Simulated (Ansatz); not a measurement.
## SrAlH3 (Pm-3m): following an unstable mode

Wanted: the energy along a soft mode of SrAlH3 (Pm-3m) and the structure at the end.

Main program and level: Ansatz 0.2.0; DFT PBEsol, scalar-relativistic, plane waves, PAW; PAW set soft_1.

This is a report of a sequence of runs, with the program logs left out and the cost of each run kept.

### Step 1. Starting point

It takes space group Pm-3m (No. 221, cubic). The conventional cell has a = 4.496 Å, b = 4.496 Å, c = 4.496 Å, α = 90.00°, β = 90.00°, γ = 90.00°. Sr has 6 H at 2.25 Å nearest. Nearest to Al lie 12 H at 3.18 Å. H has 2 Sr at 2.25 Å nearest. Farther neighbours, and contacts between anions beyond the nearest, are not listed.

### Step 2. The dispersion

Stability and thermal properties need the whole zone. Linear response on a 4×4×4 q mesh gives force constants as far as a supercell of that size would.

Contents of input.yaml:

```yaml
crystal:
  lattice:
    - [4.4956135358, 0.0, 0.0]
    - [0.0, 4.4956135358, 0.0]
    - [0.0, 0.0, 4.4956135358]
  atoms:
    - { symbol: Sr, position: [0.5, 0.5, 0.5] }
    - { symbol: Al, position: [0.0, 0.0, 0.0] }
    - { symbol: H, position: [0.0, 0.5, 0.5] }
    - { symbol: H, position: [0.5, 0.5, 0.0] }
    - { symbol: H, position: [0.5, 0.0, 0.5] }
kpoints:
  mp_grid: { grid: [8, 8, 8] }
hamiltonian:
  xc: pbesol
  pseudopotentials: { kind: paw, azcp: { folder: soft_1 }, xc_functional: pbe }
scf:
  occupations: { method: methfessel_paxton, width: 0.2 }
output:
  eigenvalues: true
phonons:
  method: dfpt
  qmesh: [4, 4, 4]
  temperatures: { t_max: 1000, t_step: 50 }
  qpath:
    path:
      - [[0.0, 0.0, 0.0], [0.0, 0.5, 0.0], [0.5, 0.5, 0.0], [0.0, 0.0, 0.0], [0.5, 0.5, 0.5], [0.0, 0.5, 0.0]]
      - [[0.5, 0.5, 0.5], [0.5, 0.5, 0.0]]
    npoints: 10
```

Started as:

```console
ansatz run input.yaml --threads 4 --pin off --max-ram 10240MiB --backend cpu --events-out ev --progress --plain --runs-dir out
```

Wall time 5.7 min (4 threads of Arm Neoverse V1, shared host); peak memory 1.4 GiB; 22 min of CPU time.

This step gave:

```
volume per atom                                         : 18.17 Å³
gap on the k-mesh                                       : 0 eV
sum-rule residual before enforcement                    : 1.64e-4 eV/Å²
lowest frequency on the path                            : -742.3 cm⁻¹
point group                                             : m-3m
highest frequency on path, mesh or solved points        : 1451 cm⁻¹
highest optical mode at the zone centre (no LO-TO term) : 1383 cm⁻¹
lowest optical zone-centre mode                         : -604.0 cm⁻¹
lowest mode on the q mesh (acoustic modes at Γ apart)   : -742.4 cm⁻¹
```

Frequencies (cm⁻¹) solved at each irreducible wavevector; negative means imaginary. Frequencies by wavevector, by row:

```
q in reciprocal lattice units  star  mode 1  mode 2  mode 3  mode 4  mode 13  mode 14  mode 15
                        0 0 0     1    -604    -604    -604    -505     1383     1383     1383
                     0 0 0.25     6  -533.2  -533.2  -487.6  -470.6     1383     1383     1402
                     0 0 -0.5     3  -469.5  -469.5  -461.5  -428.7     1383     1383     1421
                  0 0.25 0.25    12  -632.5  -529.6  -490.2    -440     1383     1388     1416
                  0 0.25 -0.5    12  -562.6  -548.9  -533.4  -435.2     1383     1390     1429
                  0 -0.5 -0.5     3  -742.4  -742.4  -565.4  -392.4     1383     1395     1443
               0.25 0.25 0.25     8  -562.4  -562.4    -552  -440.4     1388     1388     1424
               0.25 0.25 -0.5    12  -542.4  -538.3  -499.8  -493.9     1388     1392     1436
               0.25 -0.5 -0.5     6  -602.4  -602.4  -550.3  -453.7     1390     1397     1446
               -0.5 -0.5 -0.5     1  -531.4  -531.4  -531.4  -523.3     1400     1400     1451
```

Interpolated from a 4×4×4 q mesh. The phonon branches at the labelled points (cm⁻¹):

```
    point  branch 1  branch 2  branch 3  branch 4  branch 12  branch 13  branch 14  branch 15
        Γ      -604      -604      -604      -505        102       1383       1383       1383
  halfway      -533      -533      -488      -471        183       1383       1383       1402
        X      -470      -470      -462      -429        299       1383       1383       1421
  halfway      -563      -549      -533      -435        283       1383       1390       1429
        M      -742      -742      -565      -392        300       1383       1395       1443
  halfway      -632      -530      -490      -440        262       1383       1388       1416
        Γ      -604      -604      -604      -505        102       1383       1383       1383
  halfway      -562      -562      -552      -440        224       1388       1388       1424
        R      -531      -531      -531      -523        158       1400       1400       1451
  halfway      -542      -538      -500      -494        197       1388       1392       1436
        X      -470      -470      -462      -429        299       1383       1383       1421
jump to R      -531      -531      -531      -523        158       1400       1400       1451
  halfway      -602      -602      -550      -454        182       1390       1397       1446
        M      -742      -742      -565      -392        300       1383       1395       1443
```

Symmetry leaves 10 wavevectors to solve. The lowest mode among them, the acoustic zeros apart, lies at q = (0, -0.5, -0.5) and is imaginary, 742.4i cm⁻¹, so the energy falls along it.

### Step 3. The mode frozen in, largest atomic shift 0 Å

The mode followed lies at Γ with frequency 604.0i cm⁻¹ and is 3-fold degenerate, one of the unstable modes though not the softest. At small amplitude the pattern taken leaves space group no. 99 by a symmetry search on the positions. The undistorted cell that holds it gives the zero of energy on the same k mesh.

input.yaml, the sections that differ from step 2:

```yaml
output:
  forces: true
  stress: true
  eigenvalues: true
# crystal, kpoints, hamiltonian, scf: as in step 2
# phonons: removed
```

The job ended after 1 s (4 threads; peak memory 0.35 GiB; 3.5 s of CPU time).

Numbers from this step:

```
pressure                         : -0.005391 GPa
energy from the undistorted cell : 0 meV/atom
```

The run ends at a pressure of -0.01 GPa.

### Step 4. The mode frozen in, largest atomic shift 0.6 Å

The atoms are moved along the unstable eigenvector, the largest shift by 0.6 Å, with the cell fixed.

input.yaml, the sections that differ from step 3:

```yaml
crystal:
  lattice:
    - [4.4956135358, 0.0, 0.0]
    - [0.0, 4.4956135358, 0.0]
    - [0.0, 0.0, 4.4956135358]
  atoms:
    - { symbol: Sr, position: [0.5, 0.5006473886, 0.5] }
    - { symbol: Al, position: [0.0, 0.0079385965, 0.0] }
    - { symbol: H, position: [0.0, 0.3665365705, 0.5] }
    - { symbol: H, position: [0.5, 0.3665365705, 0.0] }
    - { symbol: H, position: [0.5, -0.0018427178, 0.5] }
# kpoints, hamiltonian, scf, output: as in step 3
```

Run time: 3.3 s. Hardware: 4 threads; peak memory 0.42 GiB.

This step gave:

* pressure: -2.070 GPa
* energy from the undistorted cell: -73.89 meV/atom

The energy, extrapolated to zero smearing, is -73.89 meV/atom against the undistorted cell.

The run ends at a pressure of -2.07 GPa, with forces up to 0.91 eV/Å.

### Step 5. Energy along the mode, all amplitudes (two of the runs are shown above)

An imaginary frequency means negative curvature, so the energy should fall and then rise again as anharmonic terms take over.

This step gave:

```yaml
depth_at_the_lowest_point_sampled: 73.89 meV/atom
largest_atomic_shift_at_that_point: 0.6 Å
```

The energy from the parent by largest atomic shift:

```
largest atomic shift (Å)  energy from the parent (meV/atom)
                   0.000                                  0
                   0.040                             -0.452
                   0.080                              -1.80
                   0.140                              -5.47
                   0.220                              -13.2
                   0.320                              -26.6
                   0.450                              -47.8
                   0.600                              -73.9
```

Displacement at unit largest shift by atom:

```csv
atom,x (Å),y (Å),z (Å),size
Sr1,0.00,0.01,0.00,0.01
Al2,0.00,0.06,0.00,0.06
H3,0.00,-1.00,0.00,1.00
H4,0.00,-1.00,0.00,1.00
H5,0.00,-0.01,0.00,0.01
```

The energy still falls at the last step, so the rise lies beyond the steps tried.

### Step 6. Relaxation from the frozen mode

Starting from the lowest point found, all atoms and the cell are let go, so that strain and other modes of the same symmetry can join in.

input.yaml: that of step 4 with these lines changed.

```diff
@@ -22 +22,6 @@
   eigenvalues: true
+relax:
+  adjacent_minimum: "off"
+  f_tol: 0.002
+  max_steps: 120
+  cell: { stress_tol: 0.03 }
```

Elapsed: 53 s, on 4 threads; peak memory 0.5 GiB.

The steps of the relaxation:

```csv
step,energy less that of the first step (eV),largest force component (eV/Å),pressure (GPa),volume (Å³)
1,0.0000,0.9062,-2.07,90.86
2,-0.2969,0.7180,-2.08,88.49
3,-0.6393,0.3782,-2.53,84.71
4,-1.0003,0.2502,-2.95,77.40
5,-1.1675,0.6220,-1.28,69.38
6,-1.3098,0.4339,1.10,62.75
7,-1.3248,0.8730,2.05,59.75
8,-1.2350,1.7139,3.76,60.96
9,-1.3950,0.1885,1.21,61.16
10,-1.4103,0.0479,0.56,61.73
11,-1.4118,0.0170,0.18,62.36
12,-1.4119,0.0048,0.02,62.58
13,-1.4119,0.0038,0.00,62.63
14,-1.4119,0.0000,0.00,62.62
15*,-1.4107,0.0019,-0.02,62.62
16,-1.4107,0.0005,0.00,62.56
17*,-1.4107,0.0005,0.00,62.56
```

Relaxation steps marked * repeat the geometry before them on a plane-wave basis chosen anew for their cell, so energy and pressure can jump there. Relaxation step 8 was tried and not accepted.

The run keeps the 8 symmetry operations that the program found, so distortions that break them were not tested.

| cell as run | before | after | change |
| --- | --- | --- | --- |
| a (Å) | 4.496 | 3.563 | -20.8 % |
| b (Å) | 4.496 | 4.929 | +9.6 % |
| c (Å) | 4.496 | 3.563 | -20.8 % |
| volume (Å³/atom) | 18.17 | 12.51 | -31.1 % |

The atoms that moved most (Å, as changes of fractional coordinates times the final cell):

| atom | dx | dy | dz | length |
| --- | --- | --- | --- | --- |
| H3 | 0.000 | -0.454 | 0.000 | 0.454 |
| H4 | 0.000 | -0.454 | 0.000 | 0.454 |
| Al2 | 0.000 | 0.398 | 0.000 | 0.398 |
| Sr1 | 0.000 | 0.321 | 0.000 | 0.321 |
| H5 | 0.000 | 0.189 | 0.000 | 0.189 |

The relaxed structure:

```xyz
5
Lattice="3.5628 0.0000 0.0000 0.0000 4.9287 0.0000 0.0000 0.0000 3.5628" Properties=species:S:1:pos:R:3 pbc="T T T"
Sr    1.7814    2.7881    1.7814
Al    0.0000    0.4373    0.0000
H     0.0000    1.3525    1.7814
H     1.7814    1.3525    0.0000
H     1.7814    0.1804    1.7814
```

This step gave:

| Item | Value |
| --- | --- |
| pressure | -1.41e-4 GPa |
| volume per atom | 12.51 Å³ |

The distorted start has space group P4mm; the relaxation ends in P4mm.

### Step 7. The new phase in its own primitive cell

The relaxed structure is symmetrised, reduced to its primitive cell and relaxed tightly, as its phonons need.

input.yaml, the sections that differ from step 6:

```yaml
crystal:
  lattice:
    - [3.5627524318, 0.0, 0.0]
    - [0.0, 3.5627524318, 0.0]
    - [0.0, 0.0, 4.9286589374]
  atoms:
    - { symbol: Sr, position: [0.5, 0.5, 0.4343157043] }
    - { symbol: Al, position: [0.0, 0.0, 0.9112807982] }
    - { symbol: H, position: [0.0, 0.5, 0.7255937354] }
    - { symbol: H, position: [0.5, 0.0, 0.7255937354] }
    - { symbol: H, position: [0.5, 0.5, 0.9633996183] }
kpoints:
  mp_grid: { grid: [10, 10, 8] }
relax:
  adjacent_minimum: "off"
  f_tol: 0.001
  max_steps: 60
  cell: { stress_tol: 0.01 }
# hamiltonian, scf, output: as in step 6
```

It took 18 s on 4 threads; peak memory 0.44 GiB.

Little changed from the start: no atom moved by 0.005 Å and no cell edge by 0.1 %.

Read from the output:

```
pressure        : -3.98e-4 GPa
volume per atom : 12.52 Å³
```

The largest force component left is 0.087 meV/Å and the pressure is 0.000 GPa, within the tolerances set. The cell now holds 12.52 Å³/atom.

### Step 8. Modes of the new phase, k-mesh 10×10×8

A relaxed structure may still be a saddle point, so its zone-centre modes are computed. No field response is asked, since the mesh shows no gap.

input.yaml, the sections that differ from step 7:

```yaml
crystal:
  lattice:
    - [3.5625675606, 0.0, 0.0]
    - [0.0, 3.5625675606, 0.0]
    - [0.0, 0.0, 4.9326782484]
  atoms:
    - { symbol: Sr, position: [0.5, 0.5, 0.434744068] }
    - { symbol: Al, position: [0.0, 0.0, 0.9104681865] }
    - { symbol: H, position: [0.0, 0.5, 0.7254333995] }
    - { symbol: H, position: [0.5, 0.0, 0.7254333995] }
    - { symbol: H, position: [0.5, 0.5, 0.9641045382] }
output:
  eigenvalues: true
phonons:
  method: dfpt
# kpoints, hamiltonian, scf: as in step 7
# relax: removed
```

It took 29 s on 4 threads; peak memory 0.7 GiB.

This step gave:

| Property | Result |
| --- | --- |
| sum-rule residual before enforcement | 4.11e-5 eV/Å² |
| point group | 4mm |
| highest optical mode at the zone centre (no LO-TO term) | 1132 cm⁻¹ |
| lowest optical zone-centre mode | -287.0 cm⁻¹ |

Patterns of degenerate modes are one choice out of their space. Modes at Γ, with each element's share of the kinetic energy (negative means imaginary):

```
mode  frequency (cm⁻¹)  symmetry  Sr %  Al %  H %
   1            -287.0         E     6    43   50
   2            -287.0         E     6    43   50
   3               0.0  acoustic    74    23    3
   4               0.0  acoustic    74    23    3
   5               0.0  acoustic    74    23    3
   6             250.1        A1    24    76    0
   7             281.4         E    19    33   48
   8             281.4         E    19    33   48
   9             663.2         E     0     0  100
  10             663.2         E     0     0  100
  11             887.5        A1     1     2   97
  12             998.2        B1     0     0  100
  13            1041.1        A1     0     0  100
  14            1131.9         E     0     0  100
  15            1131.9         E     0     0  100
```

Displacements in mode 1 (-287.0 cm⁻¹), the largest set to 1:
```
Sr1 -0.04  0.00  0.00
Al2  0.21  0.01  0.00
H3  -0.27 -0.02  0.00
H4  -0.54 -0.01  0.00
H5  -1.00 -0.04  0.00
```

Displacements in mode 14 (1131.9 cm⁻¹), the largest set to 1:
```
Sr1 -0.01  0.00  0.00
Al2  0.00  0.00  0.00
H3   1.00  0.00  0.00
H4  -0.11  0.00  0.00
H5  -0.20  0.00  0.00
```

Before it was imposed, the acoustic sum rule was missed by 4.1e-5 eV/Å². Small misses are needed for a sound result but don't prove that mesh and cutoff are converged. The lowest optical mode is imaginary, 287.0i cm⁻¹, so the energy falls along it.

### Step 9. Outcome

- unstable mode of the parent: q = (0, 0, 0), 604i cm⁻¹
- depth at the lowest point sampled: 73.9 meV/atom
- largest atomic shift at that point: 0.6 Å
- space group reached: P4mm
- energy gained over the parent (first relaxation, on the mesh of the frozen mode): 356 meV/atom
- volume per atom, phase reached: 12.5 Å³
- lowest optical zone-centre mode, phase reached: -287 cm⁻¹
- highest optical mode at the zone centre (no LO-TO term), phase reached: 1132 cm⁻¹

**Reading.** Along this mode the structure falls into P4mm, 356 meV/atom below the parent. At the parent's cell the well is 73.89 meV/atom deep on the steps tried, with its lowest point at a shift of 0.6 Å. That is the last step tried, so the steps alone don't bracket the bottom of the well. Relaxing atoms and cell changes the gain by +282.09 meV/atom against the lowest step (energies at zero smearing). Most of the total comes from this relaxation. The new phase still has an imaginary mode at the zone centre of its cell, so it is a saddle point on the way to a lower structure. Of the 6 patterns followed from this parent, this one ends 160 meV/atom above the lowest, R3m. Each path keeps the symmetry of its pattern, so a lower phase may lie along a pattern not tried. With no gap, or one that is small against the smearing, the frequencies hang on the k mesh and the smearing, most of all near Kohn anomalies. The volume moved by more than a tenth on the k mesh of the start, so the energy gain is rough. The PAW files were made for PBE and serve the other functionals too. A phonon run warned that its eigensolver left some bands unconverged in a pass.

[Long decimals in the printed logs are rounded to 6 places.]

[Logs are printed without paths, hosts, clocks, repeated set-up lines and the standing remarks that a program may print on its own settings, such as how far it seeks lower states.]

[Hosts, paths, dates, database ids (printed as entryN), source tags and the programs' standing remarks are cut or masked in the printed files.]

[Where the starting crystal was built by hand or by swapping elements, it need not be the compound's stable phase.]
